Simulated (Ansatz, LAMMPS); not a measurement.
# Static equation of state of amorphous poly(dimethylsilane) (as short chains C8Si3H24), from a frame at 500 K, (105 atoms)

Density of this cell: 0.859 g/cm³. The cell holds 105 atoms: 24 C, 9 Si and 72 H. Cell: a = 10.491 Å, b = 10.483 Å, c = 10.821 Å, α = 92.3°, β = 86.2°, γ = 89.2°. The starting structure: 3 poly(dimethylsilane) chains of 3 units with methyl end groups placed at random, at 0.829 g/cm³; overlaps pushed apart, then 20 ps at 800 K with MMFF94 bonds, angles, torsions, charges and radii (Halgren, J. Comput. Chem. 17, 490 (1996)) in harmonic and 12-6 forms. Snapshot after 30 ps at 500 K and fixed volume.

Calculated with Ansatz 0.2.0: Kohn-Sham DFT, PBE+D3(BJ), PAW (set soft_2), plane waves; cutoff 420 eV, Γ point, fixed occupations. Cell and atoms were relaxed first, to V0 = 11.298 Å³ an atom at a residual P0 = 0.000 GPa. The cell was then scaled evenly, and the atoms were relaxed at each volume.

| volume (Å³/atom) | pressure (GPa) |
| --- | --- |
| 10.168 | 0.3467 |
| 10.620 | ? |
| 10.959 | 0.1174 |
| 11.637 | -0.08974 |
| 11.976 | -0.1693 |

**Question.** Fit the third-order Birch–Murnaghan equation to the rows given and interpolate to the withheld row.

**Working.**

Take the Eulerian strain f = ½[(V0/V)^(2/3) − 1] and the normalised pressure F = (P − P0) / [3f(1 + 2f)^(5/2)]. The third-order Birch–Murnaghan equation is then the line F = B0 + (3/2)B0(B′ − 4) f, so u = f and v = F.

```
      u = f  v = F (GPa)
  0.0363827      2.66610
  0.0102568      3.63226
-0.00975638      3.21346
 -0.0190507      3.25968
```

With n = 4: mean u = 0.00445812, mean v = 3.19287, Σ(u − ū)² = 0.0018075, Σ(u − ū)(v − v̄) = -0.016132. Slope b = -0.016132 / 0.0018075 = -8.9251; intercept a = v̄ − b ū = 3.2327.

So B0 = a = 3.23 GPa and B′ = 4 + 2b/(3a) = 2.16. At the withheld volume f = 0.02106, F = a + b f = 3.045 GPa, and P = P0 + 3f(1 + 2f)^(5/2) F.

Prediction at 10.620: 0.2130 GPa. The run gave 0.2707 GPa, so the fit is low by 0.058 GPa (21 % of the value).

The series isn't one smooth equation of state: even a line fitted to all rows, the withheld one included, misses F by up to 21.0 %, an atom moves over 0.5 Å in some relaxation and a scaled cell ends below the relaxed one in energy. B0 and B′ are then only the numbers of this fit, not moduli of the material. Among the rows given, the largest miss of the fit is at 10.168, by 0.031 GPa (6.1 % of the range of the table).

Limits: Static cells at zero temperature; the cell shape is held. The program notes that the SCF threshold of these relaxations is loose for the stress. The network of contacts between molecules at the start is that of the classical potential that made the cell, and needn't be the one that DFT or experiment would give. Only the Γ point is sampled, in a cell whose shortest periodic width is 10 Å.

[Logs are printed without paths, hosts, clocks, repeated set-up lines and the standing remarks that a program may print on its own settings, such as how far it seeks lower states.]

[Hosts, paths, dates, database ids (printed as entryN), source tags and the programs' standing remarks are cut or masked in the printed files.]

[The MMFF94 radii named for the starting cell were scaled by 0.96; in molecules described by MMFF94, hydrogen bound to N, O or S took a small fixed 12-6 site in their place.]
